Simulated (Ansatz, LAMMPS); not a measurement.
# Relaxing amorphous Hg33S25Se8 (66 atoms)

Aim: bring amorphous Hg33S25Se8 (66 atoms) to a nearby minimum of the energy and see what moves.

Main program and level: Ansatz 0.2.0; Kohn-Sham DFT, r2SCAN, PAW (set soft_2), plane waves.

## (1) The structure

The cell holds 66 atoms: 33 Hg, 25 S and 8 Se. Its edges and angles: a = 12.034 Å, b = 12.034 Å, c = 12.034 Å, α = 90.0°, β = 90.0°, γ = 90.0°. 66 atoms (33 Hg, 25 S, 8 Se) placed at random at 7.67 g/cm³, melted at 2500 K for 10 ps at fixed volume with the Stillinger-Weber II-VI potential (Zhou et al., Phys. Rev. B 88, 085309 (2013)). Quenched from 2500 K to 500 K at 100 K/ps and fixed volume, held 5 ps, then minimised at fixed cell.

Limits known from the start: The quench rate of 100 K/ps is orders of magnitude faster than experiment, which tends to freeze in extra defects. The network of bonds at the start is that of the classical potential that made the cell. The Brillouin zone is sampled at Γ only, in a cell whose shortest periodic width is 12 Å. The levels lack spin–orbit coupling, which is large for the heavy elements here.

## (2) How the cell was made

A classical potential makes the cell, at a small fraction of what the same run would cost in DFT.

This step: classical MD, Stillinger-Weber II-VI potential (Zhou et al., Phys. Rev. B 88, 085309 (2013)) (LAMMPS 22 Jul 2025 - Update 4).

Contents of in.lmp:

```
# melt-quench of Hg33S25Se8
units metal
atom_style atomic
boundary p p p
region box block 0 12.0340 0 12.0340 0 12.0340
create_box 3 box
mass 1 200.5920   # Hg
mass 2 32.0600   # S
mass 3 78.9710   # Se
create_atoms 1 random 33 699039 NULL overlap 2.14 maxtry 2000
create_atoms 2 random 25 699046 NULL overlap 2.14 maxtry 2000
create_atoms 3 random 8 699053 NULL overlap 2.14 maxtry 2000
pair_style sw
pair_coeff * * CdTeZnSeHgS0.sw Hg S Se
neigh_modify delay 0 every 1 check yes
thermo_style custom step time temp pe press density
thermo_modify norm yes
timestep 0.001
thermo 100
min_style cg
minimize 1e-4 1e-4 200 2000
reset_timestep 0
velocity all create 2500 699040 mom yes dist gaussian
fix lim all nve/limit 0.05
fix lan all langevin 2500 2500 0.1 699041 zero yes
thermo 500
run 1000 post no
unfix lim
unfix lan
thermo 1666
fix md all nvt temp 2500 2500 0.1
run 10000 post no
unfix md
thermo 2000
fix md all nvt temp 2500 500 0.1
run 20000 post no
unfix md
thermo 2500
fix md all nvt temp 500 500 0.1
run 5000 post no
unfix md
thermo 100
min_style cg
minimize 0 1e-3 2000 20000
write_dump all custom glass.dump id type xs ys zs modify sort id
```

Started as:

```sh
> lmp -in in.lmp -log none -nocite
```

The program printed:

```text
LAMMPS (22 Jul 2025 - Update 4)
Created orthogonal box = (0 0 0) to (12.034 12.034 12.034)
Created 33 atoms
Created 25 atoms
Created 8 atoms
   Step          Time           Temp          PotEng         Press         Density
         0   0              0              0.54188634     415905.29      7.6730171
        54   0.054          0             -1.5691311     -3929.1341      7.6730171
Loop time of 0.00887783 s on 1 MPI rank(s) for 54 steps with 66 atoms
Minimization stats:
  Stopping criterion = energy tolerance
  Energy initial, next-to-last, final =
     0.541886335498442  -1.56900066676214  -1.56913110925386
[... 34 lines left out ...]
     35000   35             487.43698     -1.6570443     -6104.6748      7.6730171
     36000   36             528.17196     -1.6444781     -5929.8845      7.6730171
Loop time of 0.366329 s on 1 MPI rank(s) for 5000 steps with 66 atoms
   Step          Time           Temp          PotEng         Press         Density
     36000   36             528.17196     -1.6444781     -5929.8848      7.6730171
     36074   36.074         528.17196     -1.7134187     -6483.8741      7.6730171
Loop time of 0.0108709 s on 1 MPI rank(s) for 74 steps with 66 atoms
Minimization stats:
  Stopping criterion = force tolerance
  Energy initial, next-to-last, final =
     -1.64447809456909  -1.71341868853856  -1.71341868954088
  Force two-norm initial, final = 8.2217221 0.00088873175
  Iterations, force evaluations = 74 147
```

Run time: 3 s. Hardware: 1 thread of Intel Xeon 6975P-C (Granite Rapids), shared host; peak memory 0.07 GiB.

## (3) Relaxation

The atoms are relaxed in the fixed cell, aiming at the force tolerance of the input.

Contents of input.yaml:

```yaml
crystal:
  lattice:
    - [12.034, 0.0, 0.0]
    - [0.0, 12.034, 0.0]
    - [0.0, 0.0, 12.034]
  atoms:
    - { symbol: Hg, position: [0.76793, 0.62488, 0.1481] }
    - { symbol: Hg, position: [0.09757, 0.00399, 0.4749] }
    - { symbol: Hg, position: [0.25347, 0.25284, 0.87026] }
    - { symbol: Hg, position: [0.92936, 0.67771, 0.6316] }
    - { symbol: Hg, position: [0.27444, 0.79559, 0.42639] }
    - { symbol: Hg, position: [0.65302, 0.62102, 0.47678] }
    - { symbol: Hg, position: [0.08653, 0.16459, 0.13828] }
    - { symbol: Hg, position: [0.79378, 0.49578, 0.81792] }
    - { symbol: Hg, position: [0.6475, 0.2933, 0.59715] }
    - { symbol: Hg, position: [0.26056, 0.51949, 0.41184] }
    - { symbol: Hg, position: [0.5865, 0.38923, 0.30387] }
    - { symbol: Hg, position: [0.95793, 0.39378, 0.01157] }
    - { symbol: Hg, position: [0.85479, 0.16006, 0.35685] }
    - { symbol: Hg, position: [0.89993, 0.80385, 0.90881] }
    - { symbol: Hg, position: [0.38108, 0.00708, 0.95286] }
    - { symbol: Hg, position: [0.50846, 0.60172, 0.96056] }
    - { symbol: Hg, position: [0.44478, 0.55514, 0.61152] }
    - { symbol: Hg, position: [0.62766, 0.86946, 0.97825] }
    - { symbol: Hg, position: [0.40332, 0.80536, 0.74735] }
    - { symbol: Hg, position: [0.99076, 0.18502, 0.65069] }
    - { symbol: Hg, position: [0.30642, 0.00492, 0.23394] }
    - { symbol: Hg, position: [0.67722, 0.96191, 0.58332] }
    - { symbol: Hg, position: [0.27582, 0.45577, 0.14835] }
    - { symbol: Hg, position: [0.95638, 0.45559, 0.44399] }
    - { symbol: Hg, position: [0.52649, 0.30359, 0.95687] }
    - { symbol: Hg, position: [0.92894, 0.81093, 0.36615] }
    - { symbol: Hg, position: [0.76035, 0.12524, 0.80275] }
    - { symbol: Hg, position: [0.65883, 0.85873, 0.30091] }
    - { symbol: Hg, position: [0.27889, 0.23452, 0.4285] }
    - { symbol: Hg, position: [0.18179, 0.48539, 0.70617] }
    - { symbol: Hg, position: [0.31883, 0.04208, 0.67761] }
    - { symbol: Hg, position: [0.16583, 0.69108, 0.94852] }
    - { symbol: Hg, position: [0.09055, 0.6369, 0.21626] }
    - { symbol: S, position: [0.5669, 0.01896, 0.41021] }
    - { symbol: S, position: [0.46095, 0.15418, 0.10087] }
    - { symbol: S, position: [0.4829, 0.45322, 0.11812] }
    - { symbol: S, position: [0.58724, 0.64361, 0.27066] }
    - { symbol: S, position: [0.07133, 0.77169, 0.76768] }
    - { symbol: S, position: [0.37105, 0.76636, 0.95976] }
    - { symbol: S, position: [0.77764, 0.7875, 0.51572] }
    - { symbol: S, position: [0.33148, 0.67767, 0.23972] }
    - { symbol: S, position: [0.71917, 0.66301, 0.94153] }
    - { symbol: S, position: [0.99737, 0.01154, 0.27529] }
    - { symbol: S, position: [0.06184, 0.64962, 0.44617] }
    - { symbol: S, position: [0.26006, 0.68282, 0.6189] }
    - { symbol: S, position: [0.10537, 0.00999, 0.7173] }
    - { symbol: S, position: [0.91255, 0.02107, 0.91261] }
    - { symbol: S, position: [0.47835, 0.88422, 0.1612] }
    - { symbol: S, position: [0.75813, 0.96315, 0.13111] }
    - { symbol: S, position: [0.65478, 0.18881, 0.25464] }
    - { symbol: S, position: [0.26721, 0.25298, 0.21595] }
    - { symbol: S, position: [0.92813, 0.78122, 0.12848] }
    - { symbol: S, position: [0.86321, 0.20049, 0.0964] }
    - { symbol: S, position: [0.17428, 0.8632, 0.12468] }
    - { symbol: S, position: [0.73396, 0.30837, 0.91001] }
    - { symbol: S, position: [0.16453, 0.06537, 0.96075] }
    - { symbol: S, position: [0.32574, 0.01864, 0.45978] }
    - { symbol: S, position: [0.79535, 0.14087, 0.56391] }
    - { symbol: Se, position: [0.16522, 0.45935, 0.95195] }
    - { symbol: Se, position: [0.45348, 0.36563, 0.48296] }
    - { symbol: Se, position: [0.78122, 0.47451, 0.58882] }
    - { symbol: Se, position: [0.56748, 0.9855, 0.78652] }
    - { symbol: Se, position: [0.45882, 0.22186, 0.73026] }
    - { symbol: Se, position: [0.11625, 0.33919, 0.54723] }
    - { symbol: Se, position: [0.40486, 0.4695, 0.81179] }
    - { symbol: Se, position: [0.92539, 0.48244, 0.21394] }
kpoints:
  mp_grid: { grid: [1, 1, 1] }
hamiltonian:
  xc: r2scan
scf:
  occupations: { method: gaussian, width: 0.025 }
output:
  forces: true
relax:
  f_tol: 0.05
  max_steps: 49
```

Started as:

```sh
> ansatz run input.yaml --threads 4 --pin off --max-ram 8192MiB --backend cpu --events-out ev --progress --plain --runs-dir out
```

The program printed:

```text
Engine: ansatz 0.2.0, x86_64-unknown-linux-gnu
Pseudopotentials: kind: paw
Pseudopotential: Hg, paw, valence charge 20, recommended cutoff 500 eV (meta_gga), Hg.paw.azcp
Pseudopotential: S, paw, valence charge 6, recommended cutoff 500 eV (meta_gga), S.paw.azcp
Pseudopotential: Se, paw, valence charge 16, recommended cutoff 500 eV (meta_gga), Se.paw.azcp
[... 6 lines on functional and potentials left out ...]
Crystal: 66 atoms, lattice volume = 1742.730 Å³
Basis set: ecut = 500 eV, 44059 PW (Γ), exchange–correlation on 360×360×360 points (64 copies of the dense FFT grid, shifted against one another)
Bands: 563, of which v1, the nominal top of the filled ones, is band 469 counted from 1 (468 counted from 0)
Symmetry: 1 space group operations
Space group: P1 (ITA 1), of the structure as read, at distance tolerance 1.2e-4 Å
k-points: 1
[... 10 lines on functional and potentials left out ...]
Initial density: superposition of atomic densities (neutral atoms: chi_scale 0, normalization atom), corrected by the library's trained network
Initial wavefunctions: pseudopotential atomic-orbital guess
Functional: x = r2scan, c = r2scan; τ floored in thin density (d = 2e-4 eV/Å³)
SCF iter   1: F=—  HF=-522774.230289 eV  |F-HF|=—  |Δ(HF+E_count)|=         —  Δρ=9.30e-3  dr2=2.80e0  dr2_τ=6.19e-1  ethr=1.77e-3  ⟨swp⟩=6.0  Hψ=1992  notcnv=0  defer=19
preconditioner: auto → LDOS  [insulator: Δε(μ)=0.078 eV  Ē_g=10.293 eV  σ=0.025 eV  W_gap=0.97  n_scr=460 (ndim 8)  ℏωp=21.7 eV  f_vac=0.100  D(μ)=8.04/eV (n_scr^D=26)  ε∞_Penn≈5.4  β→1.0]
SCF iter   2: F=—  HF=-522774.369762 eV  |F-HF|=—  |Δ(HF+E_count)|=   1.39e-1  Δρ=6.91e-3  dr2=2.20e0  dr2_τ=9.95e-2  ethr=2.98e-4  ⟨swp⟩=2.0  Hψ=933  notcnv=0  defer=88
SCF iter   3: F=—  HF=-522774.051773 eV  |F-HF|=—  |Δ(HF+E_count)|=   3.18e-1  Δρ=1.91e-3  dr2=2.79e-1  dr2_τ=7.34e-3  ethr=2.34e-4  ⟨swp⟩=2.0  Hψ=745  notcnv=0  defer=69
automatic band count: iteration 3 solves 544 bands in place of 563: the levels show a gap, and the empty bands left out lie too high to hold charge; the band table lists the bands solved (type scf.n_extra_bands for more)
SCF iter   4: F=—  HF=-522774.039458 eV  |F-HF|=—  |Δ(HF+E_count)|=   1.23e-2  Δρ=8.02e-4  dr2=2.85e-2  dr2_τ=1.75e-3  ethr=2.98e-5  ⟨swp⟩=2.0  Hψ=496  notcnv=0  defer=69
SCF iter   5: F=—  HF=-522774.038894 eV  |F-HF|=—  |Δ(HF+E_count)|=   5.65e-4  Δρ=2.33e-4  dr2=2.45e-3  dr2_τ=6.59e-5  ethr=3.03e-6  ⟨swp⟩=2.0  Hψ=808  notcnv=0  defer=69
SCF iter   6: F=—  HF=-522774.038895 eV  |F-HF|=—  |Δ(HF+E_count)|=   1.60e-6  Δρ=7.50e-5  dr2=2.44e-4  dr2_τ=1.33e-5  ethr=2.62e-7  ⟨swp⟩=2.0  Hψ=574  notcnv=0  defer=69
SCF iter   7: F=-522774.038857 eV  HF=-522774.038884 eV  |F-HF|=2.72e-5  |Δ(HF+E_count)|=   1.12e-5  Δρ=3.12e-5  dr2=4.06e-5  dr2_τ=1.33e-6  ethr=6.66e-9  ⟨swp⟩=3.0  Hψ=1756  notcnv=0
[...]
relax step  30: F+E_penalty+E_count = -522794.13965346 eV  Δ(F+E_penalty+E_count) = -1.687e-1 eV  max|allowed force component| = 2.641e-1 eV/Å  Δτ_max = 0.1920 Å  (7 SCF iters, dr2 threshold 3.60e-5 eV, accepted)
relax step  35: F+E_penalty+E_count = -522794.51556581 eV  Δ(F+E_penalty+E_count) = -2.702e-2 eV  max|allowed force component| = 8.154e-2 eV/Å  Δτ_max = 0.0931 Å  (7 SCF iters, dr2 threshold 7.47e-6 eV, accepted)
relax step  40: F+E_penalty+E_count = -522794.65522034 eV  Δ(F+E_penalty+E_count) = -3.697e-2 eV  max|allowed force component| = 1.579e-1 eV/Å  Δτ_max = 0.1166 Å  (6 SCF iters, dr2 threshold 4.20e-5 eV, accepted)
relax step  45: F+E_penalty+E_count = -522794.83209573 eV  Δ(F+E_penalty+E_count) = -3.197e-2 eV  max|allowed force component| = 1.361e-1 eV/Å  Δτ_max = 0.0799 Å  (6 SCF iters, dr2 threshold 2.72e-5 eV, accepted)
relax step  49: F+E_penalty+E_count = -522795.29140116 eV  Δ(F+E_penalty+E_count) = -1.544e-1 eV  max|allowed force component| = 2.460e-1 eV/Å  Δτ_max = 0.1907 Å  (9 SCF iters, accepted)
Step failed. What follows is not a result of the run: it is the report of the last solve that finished, which converged after 9 SCF iterations.
Free energy (F): -522795.291401 eV
Harris-Foulkes:  -522795.291401 eV  (|F-HF|=7.86e-9)
Internal energy: -522795.291401 eV  (E = F + TS)
E sigma→0 (E₀):  -522795.291401 eV
Fermi energy:    8.457471 eV
--- Per-component energies (eV) ---
  E_band       = -20609.368575
  E_kinetic    = 23503.318584
  E_local      = -141912.027689  (includes V_loc(G=0)·N_el)
  E_nonlocal   = -1591.337132
  E_hartree    = 62485.278965
  E_xc         = -9923.051682
  E_vxc        = -12737.137710  (∫ρ·V_xc dr)
  E_paw        = -359692.411282  (= ΣΔE_a)
  E_vpaw       = -13658.180653  (= ΣTr[D̂ρ^β])
  E_aug_tail   = 0.011094  (compensation charges beyond the density's cutoff)
  E_vtau       = 815.436225  (kinetic-family band-sum trace: ∫τ·v_τ [+ j·A + Jᵃ·Aᵃ] dr)
  E_ewald      = -95643.295314
  E_core_change = -21.776945  (= ΣΔE_core)
  E_smearing   = -0.000000  (= −TS)
  E_closure    = -0.000000  (closes the sum)
  Σ components = -522795.291401   (vs F -522795.291401, Δ=0.00e0)
--- Forces (eV/Å), atoms counted from 1 ---
  atom   1  Hg     0.04008460    -0.01737924     0.03807217
  atom   2  Hg    -0.24597500     0.20942980    -0.04401505
  atom   3  Hg    -0.02131279    -0.01738762    -0.06411396
  atom   4  Hg     0.01740503    -0.02625692     0.00330425
  atom   5  Hg     0.02392689    -0.00191959     0.00171832
  atom   6  Hg    -0.08943662    -0.06765444     0.04414656
  atom   7  Hg     0.17798503     0.05260753    -0.24514606
  atom   8  Hg     0.03223553     0.00407256     0.00579818
[...]
atom  13  Hg    -0.00053016     0.05245118    -0.05842798
  atom  14  Hg    -0.00706014     0.01560771    -0.00493263
[...]
atom  65  Se    -0.02222359     0.06171864     0.00629169
  atom  66  Se     0.02602216     0.03142606     0.05598469
  max |Σ_I F_I| component: 7.19e-5 eV/Å
End of that report.
Error: geometry relaxation did not converge after 49 steps: max|allowed force component| = 2.46e-1 eV/Å (threshold 5.0e-2). Raise `relax.max_steps` over both its present limit and 49, loosen `relax.f_tol`, or start from a geometry closer to equilibrium. Where this run's directory can be resumed (`checkpoint.write`), a resume goes on for up to `relax.max_steps` more
```

It took 18 min on 4 threads of Intel Xeon 6975P-C (Granite Rapids), shared host; peak memory 5.3 GiB.

The run stopped at its limit before the end that the input asks for; the steps made so far are sound.

The steps of the relaxation (22 of 49):

```tsv
step	energy less that of the first step (eV)	largest force component (eV/Å)
1	0.0000	1.8397
3	-7.0711	1.1729
6	-10.6187	0.4302
8	-12.2874	0.3280
10	-13.4791	0.5468
12	-14.7139	0.6168
15	-16.5971	0.7837
17	-17.6418	0.3778
19	-18.3866	0.2059
22	-18.8430	0.1143
24	-19.0236	0.1414
26	-19.3044	0.1958
28	-19.7368	0.3575
31	-20.2239	0.2487
33	-20.3971	0.1342
35	-20.4767	0.0815
38	-20.5505	0.1380
40	-20.6164	0.1579
42	-20.7045	0.1250
44	-20.7613	0.1981
47	-20.9384	0.4529
49	-21.2525	0.2460
```

The atoms that moved most (Å):

```tsv
atom	dx	dy	dz	length
Hg1	-2.441	-0.083	0.600	2.515
Hg27	1.678	-0.383	1.792	2.485
Hg18	0.034	1.651	1.239	2.064
Hg30	0.589	1.877	-0.279	1.987
Hg21	0.052	-1.817	-0.689	1.944
Hg6	0.562	0.721	1.498	1.755
S38	-0.103	-1.683	0.288	1.711
S39	-0.677	0.709	-1.381	1.694
```

The relaxation changed the energy by -322 meV/atom, and atoms moved by 1.2 Å r.m.s., 2.5 Å at most.

## (4) Local order after relaxation

Density 7.67 g/cm³, 26.41 Å³ an atom.

Pair distribution functions g(r), in bins of 0.2 Å:

```tsv
r (Å)	total	Hg-Hg	Hg-S	Hg-Se	S-S	S-Se	Se-Se
2.00	0.15	0.00	0.00	0.00	1.03	0.00	0.00
2.20	0.00	0.00	0.00	0.00	0.00	0.00	0.00
2.40	2.46	0.00	5.54	3.00	0.00	0.00	0.00
2.60	1.23	0.36	1.87	3.57	0.00	0.00	0.00
2.80	0.57	0.00	1.17	1.05	0.00	0.00	0.00
3.00	0.56	0.00	1.30	0.60	0.00	0.00	0.00
3.20	0.56	0.13	1.08	0.51	0.00	0.33	2.02
3.40	1.21	1.88	0.73	1.37	1.52	0.31	3.86
3.60	1.22	2.23	0.72	1.22	1.17	0.79	0.00
3.80	1.66	2.67	0.83	0.72	2.88	1.44	2.96
4.00	1.29	1.82	0.84	0.33	2.65	1.10	0.00
4.20	1.31	1.23	0.95	1.05	2.15	1.97	2.37
4.40	0.84	0.73	0.52	1.36	0.69	1.61	3.35
4.60	0.65	0.61	0.52	0.49	1.15	0.81	0.00
4.80	1.02	0.56	0.73	1.25	1.85	1.94	0.97
5.00	0.95	0.77	1.15	1.05	0.54	0.98	1.73
5.20	0.91	0.79	1.18	0.96	0.50	0.76	0.80
5.40	0.83	0.87	0.92	0.90	0.38	1.06	0.00
5.60	0.94	0.89	1.17	0.92	0.85	0.44	0.00
5.80	1.15	0.99	1.31	1.41	1.11	0.62	1.31
```

(Part 1 of 2 ends here.)

[Logs are printed without paths, hosts, clocks, repeated set-up lines and the standing remarks that a program may print on its own settings, such as how far it seeks lower states.]

[Hosts, paths, dates, database ids (printed as entryN), source tags and the programs' standing remarks are cut or masked in the printed files.]
